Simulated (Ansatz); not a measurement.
## Resistivity from frozen vibrations: Li(100) with 4 thermally displaced layers, 2x2

Wanted: the phonon-limited resistivity of Li at 300 K by the Landauer route.

Calculated with Ansatz 0.2.0; Ansatz plane-wave DFT, PBE, PAW files; ballistic transport by layer matching (Landauer), zero bias; PAW set soft_1.

Report form: the programs' logs are mostly left out.

## (1) The starting structure

The cell holds 56 atoms: 56 Li. Its edges and angles: a = 7.020 Å, b = 7.020 Å, c = 24.570 Å, α = 90.0°, β = 90.0°, γ = 90.0°. It derives from Li. Regions: lead, 40 atoms (40 Li); scattering region, 16 atoms (16 Li). The structure is stacked along c, and the current runs across the ab planes.

## (2) With 4 displaced layers

Each atom of 4 layers is moved at random, by amounts drawn from a normal law 0.2347 Å wide in each direction from the Debye model (344 K) at 300 K. The layers about the cell's end stay perfect and serve as the lead. Disorder leaves little or no symmetry, which makes such runs dear. Energies from -0.05 to 0.05 eV in steps of 0.05 eV are too few for the program's thermal sum, so it prints no conductance; for a metal the transmission near the Fermi level serves, at a fraction of the cost.

File input.yaml:

```yaml
crystal:
  lattice:
    - [7.02, 0.0, 0.0]
    - [0.0, 7.02, 0.0]
    - [0.0, 0.0, 24.57]
  atoms:
    - { symbol: Li, position: [0.0, 0.0, 0.0357142857] }
    - { symbol: Li, position: [0.0, 0.5, 0.0357142857] }
    - { symbol: Li, position: [0.5, 0.0, 0.0357142857] }
    - { symbol: Li, position: [0.5, 0.5, 0.0357142857] }
    - { symbol: Li, position: [0.25, 0.25, 0.1071428571] }
    - { symbol: Li, position: [0.25, 0.75, 0.1071428571] }
    - { symbol: Li, position: [0.75, 0.25, 0.1071428571] }
    - { symbol: Li, position: [0.75, 0.75, 0.1071428571] }
[... 44 atom lines left out ...]
    - { symbol: Li, position: [0.25, 0.25, 0.9642857143] }
    - { symbol: Li, position: [0.25, 0.75, 0.9642857143] }
    - { symbol: Li, position: [0.75, 0.25, 0.9642857143] }
    - { symbol: Li, position: [0.75, 0.75, 0.9642857143] }
kpoints:
  mp_grid: { grid: [3, 3, 1] }
hamiltonian:
  xc: pbe
  pseudopotentials: { kind: paw, azcp: { folder: soft_1 } }
scf:
  occupations: { method: fermi_dirac, width: 0.1 }
output:
  transmission: { leads: [[0, 4]], kmesh: [6, 6], e_range: [-0.05, 0.05], de: 0.05 }
  write_potential: true
  write_density: true
  volumetric_format: npy
  elf: true
```

On the command line:

```sh
> ansatz run input.yaml --threads 4 --pin off --max-ram 15360MiB --backend cpu --events-out ev --progress --plain --runs-dir out
```

It took 5.3 min on 4 threads of Intel Xeon Platinum 8559C (Emerald Rapids), shared host; peak memory 3.2 GiB.

Numbers from this step:

```
free energy                                    : -11461.7945 eV
energy at zero smearing                        : -11461.3626 eV
Fermi energy                                   : 0.7669 eV
cell area                                      : 49.28 Å²
transmission per spin nearest the Fermi level  : 4.372
open channels per spin nearest the Fermi level : 4.917
step of the lead's potential                   : 5 meV
```

Per spin. Transmission, zone mean against energy, zero at the Fermi level:

```tsv
energy (eV)	transmission, zone mean
-0.0500	4.29
0.0000	4.37
0.0500	4.45
```

Per spin. Open channels, zone mean, lead against energy, zero at the Fermi level:

```tsv
energy (eV)	open channels, zone mean, lead
-0.0500	4.69
0.0000	4.92
0.0500	4.92
```

Transmission over k1 and k2. At 0.0000 eV from the Fermi level.

Ten even steps from '0' (3.77) to '9' (5.47):
```
001810
027581
995559
018572
001810
000700
```
Columns: k1 (b1) from -0.5 to 0.333; rows upwards: k2 (b2) from -0.5 to 0.333.

Open channels over k1 and k2. At 0.0000 eV from the Fermi level.

Ten even steps from '0' (4.00) to '9' (6.00):
```
005950
059595
995559
059595
005950
000900
```
Columns: k1 (b1) from -0.5 to 0.333; rows upwards: k2 (b2) from -0.5 to 0.333.

Valence density in the ca plane at fractional y = 0.000, with atoms of Li within 0.2 Å of it. It is the smooth field of the valence electrons, not physical close to the nuclei.

Values in e/Å³, 10 rows by 16 columns, each cell a mean:
```
1.5 0.1 0.0 1.4 0.4 0.1 1.4 2.9 0.1 0.0 0.9 0.3 0.1 0.1 1.6 0.1
0.1 0.1 0.0 0.1 0.1 0.1 0.2 0.3 0.1 0.1 0.1 0.1 0.1 0.1 0.0 0.0
0.1 0.1 0.0 0.1 0.1 0.1 0.1 0.1 0.1 0.1 0.1 0.1 0.1 0.1 0.0 0.0
0.1 0.0 0.0 0.1 0.1 0.1 0.1 0.1 0.1 0.1 0.2 0.2 0.1 0.1 0.1 0.0
3.0 0.1 0.0 2.6 0.7 0.1 0.1 2.6 0.1 0.1 2.3 2.0 0.1 0.2 3.1 0.1
1.5 0.0 0.1 1.4 0.4 0.1 0.1 1.4 0.1 0.0 0.2 0.2 0.1 0.1 1.6 0.1
0.1 0.0 0.1 0.1 0.1 0.0 0.0 0.1 0.1 0.0 0.0 0.0 0.1 0.1 0.1 0.0
0.1 0.0 0.1 0.1 0.1 0.0 0.0 0.0 0.1 0.0 0.0 0.0 0.0 0.1 0.1 0.0
0.1 0.0 0.1 0.1 0.1 0.0 0.0 0.0 0.1 0.1 0.1 0.1 0.1 0.1 0.1 0.0
3.0 0.1 0.0 2.6 0.7 0.1 0.1 0.2 0.1 0.0 2.3 0.9 0.1 0.2 3.1 0.1
```
Columns run along c (16.0 Å, from fractional 0.17 to 0.83 of the cell), rows up along a (7.0 Å). Atoms in or near the plane, at fractional coordinates: Li at (0.18, 0.00), Li at (0.18, 0.50), Li at (0.32, 0.00), Li at (0.32, 0.50), Li at (0.46, 0.94), Li at (0.47, 0.50), Li at (0.61, 0.01), Li at (0.61, 0.53), Li at (0.75, 0.00), Li at (0.75, 0.50).

ELF in the ca plane at fractional y = 0.000, with atoms of Li within 0.2 Å of it. It is the smooth field of the valence electrons, not physical close to the nuclei.

Ten even steps from '0' (0.33 × 1e-1) to '9' (9.87 × 1e-1), each cell a mean:
```
86004651058402662069701566301750056510584025
00025653000015773059601566410000366530000036
11356665311246775101003666542123566653101356
55566666555567777521136666665556676665545566
66666666666667777766667666666666777666656666
45566666555566677776666666654334677766545566
11256665311135667653224666630000367663101356
10025653001004666410000466510451056640010035
87004651058402565203840256401894036620584025
98104651079601565106970156400672046510796015
43015652014103565201410256520000156520141025
00135664200024555410001466542112466641000146
33456666544455555543235666655445566665333566
66666666666665555555566666665556666666666666
66666666666665555556666666665555666666656666
33456666543455555555666666653224566665323566
00135664100014555433456666520000366641000146
43015652025102564200025666400540156520251025
98104651079602563002103566304991046510796015
```
Columns run along c (16.0 Å, from fractional 0.17 to 0.83 of the cell), rows up along a (7.0 Å). Atoms in or near the plane, at fractional coordinates: Li at (0.18, 0.00), Li at (0.18, 0.50), Li at (0.32, 0.00), Li at (0.32, 0.50), Li at (0.46, 0.94), Li at (0.47, 0.50), Li at (0.61, 0.01), Li at (0.61, 0.53), Li at (0.75, 0.00), Li at (0.75, 0.50).

Electrostatic potential energy in the ca plane at fractional y = 0.000, with atoms of Li within 0.2 Å of it. With pseudopotentials it is smooth inside the atoms' cores, unlike the true potential.

Ten even steps from '0' (-33 eV) to '9' (4 eV), each cell a mean:
```
01689999720279999710169999984116899997202799
56899999875789999720169999998678999998657899
89999999998999999864589999999999999999989999
99999999999999999988899999999999999999999999
99999999999999999999999999999999999999999999
99999999999999999999999999999999999999999999
88999999998999999999899999998778999999989999
56899999865689999987678999996325899998657899
01589999720279999973027999984002799997202799
00589999610169999972016999986114899996101699
23799999842489999985248999998667999998424899
78899999987899999998789999999999999999878999
99999999999999999999999999999999999999999999
99999999999999999999999999999999999999999999
99999999999999999999999999999999999999999999
99999999999999999999999999999999999999999999
78899999987899999999999999998778999999878999
23799999742489999988899999985236899998424899
00589999610169999853589999983004899996101699
```
Columns run along c (16.0 Å, from fractional 0.17 to 0.83 of the cell; values clipped at the 3rd and 97th percentile), rows up along a (7.0 Å). Atoms in or near the plane, at fractional coordinates: Li at (0.18, 0.00), Li at (0.18, 0.50), Li at (0.32, 0.00), Li at (0.32, 0.50), Li at (0.46, 0.94), Li at (0.47, 0.50), Li at (0.61, 0.01), Li at (0.61, 0.53), Li at (0.75, 0.00), Li at (0.75, 0.50).

Over the solved energies the transmission per spin lies between 4.29 and 4.45, out of 4.84 channels of the lead on average (up to 4.92).

## (3) With 8 displaced layers

Each atom of 8 layers is moved at random, by amounts drawn from a normal law 0.2347 Å wide in each direction from the Debye model (344 K) at 300 K. A fresh draw is used; the growth of the resistance with length is what counts.

System of this step: Li(100) with 8 thermally displaced layers, 2x2. The cell holds 72 atoms: 72 Li. Its edges and angles: a = 7.020 Å, b = 7.020 Å, c = 31.590 Å, α = 90.0°, β = 90.0°, γ = 90.0°. It derives from Li. Regions: lead, 40 atoms (40 Li); scattering region, 32 atoms (32 Li). The structure is stacked along c, and the current runs across the ab planes.

File input.yaml:

```yaml
crystal:
  lattice:
    - [7.02, 0.0, 0.0]
    - [0.0, 7.02, 0.0]
    - [0.0, 0.0, 31.59]
  atoms:
    - { symbol: Li, position: [0.0, 0.0, 0.0277777778] }
    - { symbol: Li, position: [0.0, 0.5, 0.0277777778] }
    - { symbol: Li, position: [0.5, 0.0, 0.0277777778] }
    - { symbol: Li, position: [0.5, 0.5, 0.0277777778] }
    - { symbol: Li, position: [0.25, 0.25, 0.0833333333] }
    - { symbol: Li, position: [0.25, 0.75, 0.0833333333] }
    - { symbol: Li, position: [0.75, 0.25, 0.0833333333] }
    - { symbol: Li, position: [0.75, 0.75, 0.0833333333] }
[... 60 atom lines left out ...]
    - { symbol: Li, position: [0.25, 0.25, 0.9722222222] }
    - { symbol: Li, position: [0.25, 0.75, 0.9722222222] }
    - { symbol: Li, position: [0.75, 0.25, 0.9722222222] }
    - { symbol: Li, position: [0.75, 0.75, 0.9722222222] }
kpoints:
  mp_grid: { grid: [3, 3, 1] }
hamiltonian:
  xc: pbe
  pseudopotentials: { kind: paw, azcp: { folder: soft_1 } }
scf:
  occupations: { method: fermi_dirac, width: 0.1 }
output:
  transmission: { leads: [[0, 4]], kmesh: [6, 6], e_range: [-0.05, 0.05], de: 0.05 }
  write_potential: true
  write_density: true
  volumetric_format: npy
```

It took 6.7 min on 4 threads; peak memory 5 GiB.

This step gave:

```yaml
free_energy: -14735.2665 eV
energy_at_zero_smearing: -14734.7556 eV
fermi_energy: 0.7572 eV
transmission_per_spin_nearest_the_fermi_level: 3.865
step_of_the_lead_s_potential: 7.9 meV
```

Per spin. The transmission, zone mean by energy, zero at the Fermi level:

```tsv
energy (eV)	transmission, zone mean
-0.0500	3.85
0.0000	3.86
0.0500	3.96
```

Over the solved energies the transmission per spin lies between 3.85 and 3.96, out of 4.84 channels of the lead on average (up to 4.92).

## (4) With 12 displaced layers

Each atom of 12 layers is moved at random, by amounts drawn from a normal law 0.2347 Å wide in each direction from the Debye model (344 K) at 300 K. A fresh draw is used; the growth of the resistance with length is what counts.

System of this step: Li(100) with 12 thermally displaced layers, 2x2. The cell holds 88 atoms: 88 Li. Cell: a = 7.020 Å, b = 7.020 Å, c = 38.610 Å, α = 90.0°, β = 90.0°, γ = 90.0°. It derives from Li. Regions: lead, 40 atoms (40 Li); scattering region, 48 atoms (48 Li). The structure is stacked along c, and the current runs across the ab planes.

File input.yaml:

```yaml
crystal:
  lattice:
    - [7.02, 0.0, 0.0]
    - [0.0, 7.02, 0.0]
    - [0.0, 0.0, 38.61]
  atoms:
    - { symbol: Li, position: [0.0, 0.0, 0.0227272727] }
    - { symbol: Li, position: [0.0, 0.5, 0.0227272727] }
    - { symbol: Li, position: [0.5, 0.0, 0.0227272727] }
    - { symbol: Li, position: [0.5, 0.5, 0.0227272727] }
    - { symbol: Li, position: [0.25, 0.25, 0.0681818182] }
    - { symbol: Li, position: [0.25, 0.75, 0.0681818182] }
    - { symbol: Li, position: [0.75, 0.25, 0.0681818182] }
    - { symbol: Li, position: [0.75, 0.75, 0.0681818182] }
[... 76 atom lines left out ...]
    - { symbol: Li, position: [0.25, 0.25, 0.9772727273] }
    - { symbol: Li, position: [0.25, 0.75, 0.9772727273] }
    - { symbol: Li, position: [0.75, 0.25, 0.9772727273] }
    - { symbol: Li, position: [0.75, 0.75, 0.9772727273] }
kpoints:
  mp_grid: { grid: [3, 3, 1] }
hamiltonian:
  xc: pbe
  pseudopotentials: { kind: paw, azcp: { folder: soft_1 } }
scf:
  occupations: { method: fermi_dirac, width: 0.1 }
output:
  transmission: { leads: [[0, 4]], kmesh: [6, 6], e_range: [-0.05, 0.05], de: 0.05 }
  write_potential: true
  write_density: true
  volumetric_format: npy
```

Run time: 8.3 min. Hardware: 4 threads; peak memory 7.2 GiB; 27 min of CPU time.

Numbers from this step:

```yaml
free_energy: -18008.4667 eV
energy_at_zero_smearing: -18007.8391 eV
fermi_energy: 0.7538 eV
transmission_per_spin_nearest_the_fermi_level: 3.489
step_of_the_lead_s_potential: 7.7 meV
```

Per spin. The transmission, zone mean by energy, zero at the Fermi level:

```tsv
energy (eV)	transmission, zone mean
-0.0500	3.46
0.0000	3.49
0.0500	3.56
```

Over the solved energies the transmission per spin lies between 3.46 and 3.56, out of 4.84 channels of the lead on average (up to 4.92).

## (5) The fit

This step: Ansatz plane-wave DFT, PBE, PAW files; ballistic transport by layer matching (Landauer), zero bias; resistivity from the slope of the area resistance; PAW set soft_1 (Ansatz 0.2.0).

Numbers from this step:

| Item | Value |
| --- | --- |
| resistivity | 25.69 µΩ cm |
| intercept | -0.03903 fΩ m² |
| scatter about the fit | 3.13e-5 fΩ m² |

Resistance, by row:

```tsv
run	length (Å)	T	channels N	RA (fΩ m²)
n4	7.02	4.372	4.843	0.1413
n8	14.04	3.89	4.843	0.3217
n12	21.06	3.504	4.843	0.502
```

Area resistance against length of the displaced region:

```tsv
length of the displaced region (Å)	area resistance (fΩ m²)
7.02	0.141
14.04	0.322
21.06	0.502
```

The area resistance goes from 0.14 to 0.50 fΩ m² between 7.0 and 21.1 Å, a slope of 26 µΩ cm.

By hand from the end points: (0.5020 − 0.1413) fΩ m² / (21.06 − 7.02) Å = 26 µΩ cm, since 1 fΩ m² per Å is 1000 µΩ cm.

## (6) Results

| Property | Result |
| --- | --- |
| resistivity from the slope | 25.7 µΩ cm |
| area resistance over 7.02 Å | 0.141 fΩ m² |
| area resistance over 14.0 Å | 0.322 fΩ m² |
| area resistance over 21.1 Å | 0.502 fΩ m² |

The slope gives 26 µΩ cm. The points scatter by 3.1e-5 fΩ m² about the line, with one random draw a length in a 2x2 cell, so the slope is a rough value. The mean square of the displacements drawn is 0.78, 0.91 and 1.0 of the nominal one at the three lengths; with each resistance scaled back by that, the slope is 22 µΩ cm, the value used below. Read with a model of isotropic scattering on a spherical Fermi surface and the lead's 0.76×10¹⁵ S/m², this slope means a mean free path near 49 Å; over these lengths the model's slope is 1.09 times its bulk resistivity, which would be 20 µΩ cm. Uncorrelated displacements put too much weight on short waves, which scatter strongly; with the sideways repeat of a small cell, one draw and three short lengths, the method is good to a factor of two or three. The measured value is 9.55 µΩ cm (CRC Handbook of Chemistry and Physics, 84th ed., 2003, Electrical Resistivity of Pure Metals); the scaled slope is 2.3 times that and the corrected value 2.1: clearly high.

[Logs are printed without paths, hosts, clocks, repeated set-up lines and the standing remarks that a program may print on its own settings, such as how far it seeks lower states.]

[Hosts, paths, dates, database ids (printed as entryN), source tags and the programs' standing remarks are cut or masked in the printed files.]
